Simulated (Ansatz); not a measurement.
# ScPd (Pm-3m): from the cell to its phonons, part 2 of 3

Aim: the vibrations of ScPd (Pm-3m), their spectra, and whether the structure is stable.

Ansatz 0.2.0; DFT PBEsol, scalar-relativistic, plane waves, PAW; PAW set soft_1.

So far: The structure; Relaxation. The relaxed cell has a = 3.268 Å (conventional setting).

## Step 3: Tight relaxation

Phonons need a cell at rest on their own settings, so the relaxation is repeated with tight tolerances on forces and stress on the k mesh and occupations of the first response run.

Input file input.yaml:

```yaml
crystal:
  lattice:
    - [3.2677561971, 0.0, 0.0]
    - [0.0, 3.2677561971, 0.0]
    - [0.0, 0.0, 3.2677561971]
  atoms:
    - { symbol: Sc, position: [0.5, 0.5, 0.5] }
    - { symbol: Pd, position: [0.0, 0.0, 0.0] }
kpoints:
  mp_grid: { grid: [12, 12, 12] }
hamiltonian:
  xc: pbesol
  pseudopotentials: { kind: paw, azcp: { folder: soft_1 }, xc_functional: pbe }
scf:
  occupations: { method: methfessel_paxton, width: 0.2 }
output:
  forces: true
  stress: true
  eigenvalues: true
  write_density: true
  write_potential: true
  elf: true
  volumetric_format: npy
relax:
  adjacent_minimum: "off"
  f_tol: 0.001
  max_steps: 60
  cell: { stress_tol: 0.01 }
```

Command:

```console
$ ansatz run input.yaml --threads 4 --pin off --max-ram 10240MiB --backend cpu --events-out ev --progress --plain --runs-dir out
```

Numbers of over 12 decimals in the logs are rounded to 6 here.

The log of the run:

```text
[...]
Crystal: 2 atoms, lattice volume = 34.894 Å³
Basis set: ecut = 420 eV, 691 PW (Γ), exchange–correlation on 48×48×48 points (8 copies of the dense FFT grid, shifted against one another)
Bands: 19, of which v1, the nominal top of the filled ones, is band 15 counted from 1 (14 counted from 0)
Symmetry: 48 space group operations
[...]
k-points: 84 of 1728
[...]
k-point 83: bands = [... 11 lower, 13.5017, 13.5017, 14.2797, 14.2797, 14.2797, 19.1822, 19.1822, 21.1692]
--- Relaxed structure (3 steps of the walk, 2 accepted, 1 SCFs on fresh bases) ---
[...]
cell:  # Å, volume = 34.8990 Å³
    - [3.267916, 0, 0.0]
    - [0, 3.267916, 0.0]
    - [0.0, 0.0, 3.267916]
  atoms:
    - { symbol: Sc, position: [0.5, 0.5, 0.5] }
    - { symbol: Pd, position: [0, 0, 0.0] }
[key lines of the parts left out:]
SCF converged after 4 iterations
Free energy (F): -9019.867576 eV
Fermi energy:    15.444463 eV
P = ⅓ Tr σ = -0.0001 GPa (-0.001 kbar)
```

Elapsed: 1.4 s, on 4 threads of AMD EPYC 9R45, shared host; peak memory 0.46 GiB; 4.5 s of CPU time.

Little changed from the start: no atom moved by 0.005 Å and no cell edge by 0.1 %.

This step gave:

- pressure: -1.44e-4 GPa

Valence density in the ac plane at fractional y = 0.000, with atoms of Pd within 0.2 Å of it. It is the smooth field of the valence electrons, not physical close to the nuclei.

Ten even steps from '0' (0 e/Å³) to '9' (17 e/Å³):
```
88531000000001358
65310000000000135
33100000000000013
11000000000000001
00000000000000000
00000000000000000
00000000000000000
00000000000000000
00000000000000000
00000000000000000
00000000000000000
00000000000000000
11000000000000001
33100000000000013
65310000000000135
88531000000001358
98631000000001368
```
Columns run along a (3.3 Å), rows up along c (3.3 Å). Atoms in or near the plane, at fractional coordinates: Pd at (0.00, 0.00).

Electrostatic potential energy in the ac plane at fractional y = 0.000, with atoms of Pd within 0.2 Å of it. With pseudopotentials it is smooth inside the atoms' cores, unlike the true potential.

Ten even steps from '_' (-53 eV) to '@' (18 eV):
```
____..--++%%@@@@@@@@@@@@%%++--..__
__..::==**%%@@@@@@@@@@@@%%**==::..
::--==++##@@@@@@@@@@@@@@@@##++==--
++++**##%%@@@@@@@@@@@@@@@@%%##**++
##%%%%@@@@@@@@@@@@@@@@@@@@@@@@%%%%
@@@@@@@@@@@@@@@@@@@@@@@@@@@@@@@@@@
@@@@@@@@@@@@@@@@@@@@@@@@@@@@@@@@@@
@@@@@@@@@@@@@@@@@@@@@@@@@@@@@@@@@@
@@@@@@@@@@@@@@@@@@@@@@@@@@@@@@@@@@
@@@@@@@@@@@@@@@@@@@@@@@@@@@@@@@@@@
@@@@@@@@@@@@@@@@@@@@@@@@@@@@@@@@@@
##%%%%@@@@@@@@@@@@@@@@@@@@@@@@%%%%
++++**##%%@@@@@@@@@@@@@@@@%%##**++
::--==++##@@@@@@@@@@@@@@@@##++==--
__..::==**%%@@@@@@@@@@@@%%**==::..
____..--++%%@@@@@@@@@@@@%%++--..__
______::++##@@@@@@@@@@@@##++::____
```
Columns run along a (3.3 Å; values clipped at the 3rd and 97th percentile), rows up along c (3.3 Å). Atoms in or near the plane, at fractional coordinates: Pd at (0.00, 0.00).

ELF in the ac plane at fractional y = 0.000, with atoms of Pd within 0.2 Å of it. It is the smooth field of the valence electrons, not physical close to the nuclei.

Values, 14 rows by 14 columns, each cell a mean:
```
0.26 0.30 0.39 0.42 0.31 0.24 0.28 0.31 0.28 0.25 0.34 0.42 0.37 0.28
0.35 0.38 0.42 0.39 0.29 0.26 0.31 0.33 0.31 0.26 0.31 0.40 0.42 0.37
0.42 0.42 0.39 0.33 0.28 0.30 0.34 0.35 0.34 0.29 0.28 0.34 0.40 0.42
0.35 0.33 0.30 0.28 0.30 0.34 0.34 0.34 0.34 0.33 0.30 0.28 0.31 0.34
0.24 0.25 0.26 0.30 0.34 0.32 0.28 0.27 0.29 0.33 0.33 0.29 0.26 0.25
0.27 0.28 0.31 0.34 0.34 0.27 0.21 0.18 0.21 0.29 0.34 0.34 0.31 0.28
0.30 0.31 0.34 0.36 0.33 0.25 0.18 0.15 0.18 0.27 0.34 0.35 0.33 0.31
0.27 0.29 0.32 0.35 0.33 0.27 0.20 0.18 0.21 0.28 0.34 0.34 0.31 0.28
0.24 0.25 0.27 0.31 0.34 0.31 0.27 0.25 0.27 0.32 0.34 0.30 0.26 0.24
0.32 0.31 0.29 0.28 0.31 0.34 0.33 0.33 0.34 0.34 0.30 0.28 0.29 0.31
0.42 0.41 0.38 0.32 0.28 0.31 0.35 0.36 0.34 0.30 0.28 0.33 0.39 0.42
0.36 0.39 0.42 0.38 0.29 0.27 0.32 0.34 0.31 0.26 0.30 0.39 0.42 0.39
0.27 0.31 0.39 0.41 0.31 0.25 0.29 0.31 0.28 0.25 0.33 0.42 0.38 0.30
0.25 0.27 0.36 0.42 0.32 0.24 0.27 0.30 0.27 0.24 0.35 0.42 0.35 0.26
```
Columns run along a (3.3 Å), rows up along c (3.3 Å). Atoms in or near the plane, at fractional coordinates: Pd at (0.00, 0.00).

The forces vanish by symmetry and the pressure is 0.000 GPa, within the tolerances set. The cell now holds 17.45 Å³/atom.

## Step 4: Modes at Γ

The zone centre comes first: it holds the modes that light can see, as far as symmetry allows. No field response is asked, since the mesh shows no gap.

input.yaml, the sections that differ from step 3:

```yaml
crystal:
  lattice:
    - [3.2679160855, 0.0, 0.0]
    - [0.0, 3.2679160855, 0.0]
    - [0.0, 0.0, 3.2679160855]
  atoms:
    - { symbol: Sc, position: [0.5, 0.5, 0.5] }
    - { symbol: Pd, position: [0.0, 0.0, 0.0] }
output:
  eigenvalues: true
phonons:
  method: dfpt
# kpoints, hamiltonian, scf: as in step 3
# relax: removed
```

The log of the run:

```text
[...]
Crystal: 2 atoms, lattice volume = 34.899 Å³
Basis set: ecut = 420 eV, 691 PW (Γ), exchange–correlation on 48×48×48 points (8 copies of the dense FFT grid, shifted against one another)
Bands: 19, of which v1, the nominal top of the filled ones, is band 15 counted from 1 (14 counted from 0)
Symmetry: 48 space group operations
k-points: 196 of 1728 (irreducible under 8 space group operations, time reversal used)
[...]
SCF iter   1: F=—  HF=-9034.292991 eV  |F-HF|=—  |Δ(HF+E_count)|=         —  Δρ=5.75e-1  dr2=2.03e2  ethr=3.10e-3  ⟨swp⟩=4.6  Hψ=13913  notcnv=0
[...]
SCF iter   2: F=—  HF=-9026.327471 eV  |F-HF|=—  |Δ(HF+E_count)|=    7.97e0  S|Δr|=    0.00e0  Δρ=4.07e-1  dr2=1.05e2  ethr=3.10e-3  ⟨swp⟩=5.0  Hψ=26871  notcnv=0
automatic band count: the SCF goes on with 23 bands, as 19 were too few: they end inside the smearing window of the response
SCF iter   3: F=—  HF=-9020.302258 eV  |F-HF|=—  |Δ(HF+E_count)|=    6.03e0  S|Δr|=    0.00e0  Δρ=7.74e-2  dr2=3.16e0  ethr=3.10e-3  ⟨swp⟩=3.0  Hψ=9141  notcnv=0  defer=246
[...]
SCF iter  13: F=-9019.867576 eV  HF=-9019.867576 eV  |F-HF|=0.00e0  |Δ(HF+E_count)|=  3.64e-12  S|Δr|=    0.00e0  Δρ=4.08e-9  dr2=3.29e-15  ethr=1.00e-12  ⟨swp⟩=9.1  Hψ=18548  notcnv=0
SCF 1 converged in 13 iterations: F = -9019.867576 eV  dr2 = 3.29e-15
[...]
DFPT response loops at Γ: preconditioner auto → Kerker (q_TF=auto, 2.645 Å⁻¹) (partly filled bands, converged f_vac=0.000); β = 1.00, the filter's whole step (`scf.mixing.beta` (0.50) is not read by the response loops under this deck's `scf.mixing.preconditioner`; to damp them name `kerker` or `kerker_dos`, under which they read `scf.mixing.beta`, and type it under 1.00, their step now; both keys bind the ground state too); Broyden in place of MSR1
SCF converged after 13 iterations
[...]
Free energy (F): -9019.867576 eV
[...]
Internal energy: -9019.867118 eV  (E = F + TS)
E sigma→0 (E₀):  -9019.867461 eV
Entropy (-TS):   -0.000458 eV (-0.229 meV/atom)
Fermi energy:    15.444463 eV
[...]
--- Band table (eV; the first three rows and the last of 196) ---
  k-point 0: bands = [... 11 lower, 12.5606, 12.5606, 12.5606, 16.6320, 16.6320, 18.7795, 18.7795, 18.7795, ... 4 higher]
  k-point 1: bands = [... 11 lower, 12.5396, 12.5396, 12.5784, 16.5613, 16.6506, 18.5657, 18.5657, 18.7459, ... 4 higher]
  k-point 2: bands = [... 11 lower, 12.4831, 12.4831, 12.6279, 16.3632, 16.6637, 18.0871, 18.0871, 18.6535, ... 4 higher]
  k-point 195: bands = [... 11 lower, 13.5017, 13.5017, 14.2797, 14.2797, 14.2797, 19.1822, 19.1822, 21.1692, ... 4 higher]
--- Phonons (Γ-DFPT): 2 representative perturbations + reference, on 196 of 1728 k-points (Σ response iterations 7) ---
  k mesh reduced under 8 symmetry operations, with k and −k counted as one. Each operation leaves every solved perturbation unchanged. A smaller set is not used because it would not reduce the number of displacements times k-points to solve
  ASR residual: 5.635e-6 → 0.000e0 eV/Å²; symmetrization residual: 5.623e-6 eV/Å²
  ASR residual per site (eV/Å²): 4.72e-6 5.64e-6
  Γ frequencies (cm⁻¹): 0.00 0.00 0.00 164.36 164.36 164.36
  non-analytic LO–TO correction: not included (Born effective charges unavailable; polar crystals: no LO–TO splitting at Γ)
```

Elapsed: 3.9 s, on 4 threads; peak memory 0.77 GiB.

Numbers from this step:

```yaml
sum_rule_residual_before_enforcement: 5.64e-6 eV/Å²
point_group: m-3m
highest_optical_mode_at_the_zone_centre_no_lo_to_term: 164.4 cm⁻¹
lowest_optical_zone_centre_mode: 164.4 cm⁻¹
```

Patterns of degenerate modes are one choice out of their space. The modes at Γ (shares of kinetic energy by element, %):

```tsv
mode	frequency (cm⁻¹)	symmetry	Sc %	Pd %
1	0.0	acoustic	30	70
2	0.0	acoustic	30	70
3	0.0	acoustic	30	70
4	164.4	T1u	70	30
5	164.4	T1u	70	30
6	164.4	T1u	70	30
```

Displacements in mode 4 (164.4 cm⁻¹), the largest set to 1:
```
Sc1  0.00  0.00  1.00
Pd2  0.00  0.00 -0.42
```

Before it was imposed, the acoustic sum rule was missed by 5.6e-6 eV/Å². Small misses are needed for a sound result but don't prove that mesh and cutoff are converged. The lowest optical mode is real, 164 cm⁻¹.

(Part 2 of 3 ends here.)

[Logs are printed without paths, hosts, clocks, repeated set-up lines and the standing remarks that a program may print on its own settings, such as how far it seeks lower states.]

[Hosts, paths, dates, database ids (printed as entryN), source tags and the programs' standing remarks are cut or masked in the printed files.]
